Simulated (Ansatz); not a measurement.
```xyz
2
Lattice="3.2719 0.0000 0.0000 0.0000 3.2719 0.0000 0.0000 0.0000 3.2719" Properties=species:S:1:pos:R:3 pbc="T T T"
In    0.0000    0.0000    0.0000
Pd    1.6359    1.6359    1.6359
```

**Question.** What reflectivity and colour does Ansatz, r2SCAN, independent particles, without spin-orbit coupling, line width 0.1 eV (Gaussian), carrier damping 0.03 eV give for this metal?

**Answer.** Reflectivity along the first axis:

| E (eV) | R (%) |
| --- | --- |
| 1.00 | 98.6 |
| 1.25 | 97.1 |
| 1.50 | 92.3 |
| 1.75 | 79.7 |
| 2.00 | 43.0 |
| 2.25 | 42.6 |
| 2.50 | 44.4 |
| 2.75 | 42.5 |
| 3.00 | 42.1 |
| 3.25 | 41.2 |
| 3.50 | 39.2 |
| 3.75 | 34.4 |
| 4.00 | 30.8 |
| 4.25 | 29.8 |
| 4.50 | 35.4 |
| 4.75 | 35.2 |
| 5.00 | 33.1 |

The colour is light grey: CIE x = 0.315, y = 0.329, luminous reflectivity 43 % under D65, from the mean over the axes. The cell is a Materials Project entry and need not be the stable phase. The mesh is 10×10×10, and the carriers' damping is typed.

[Logs are printed without paths, hosts, clocks, repeated set-up lines and the standing remarks that a program may print on its own settings, such as how far it seeks lower states.]
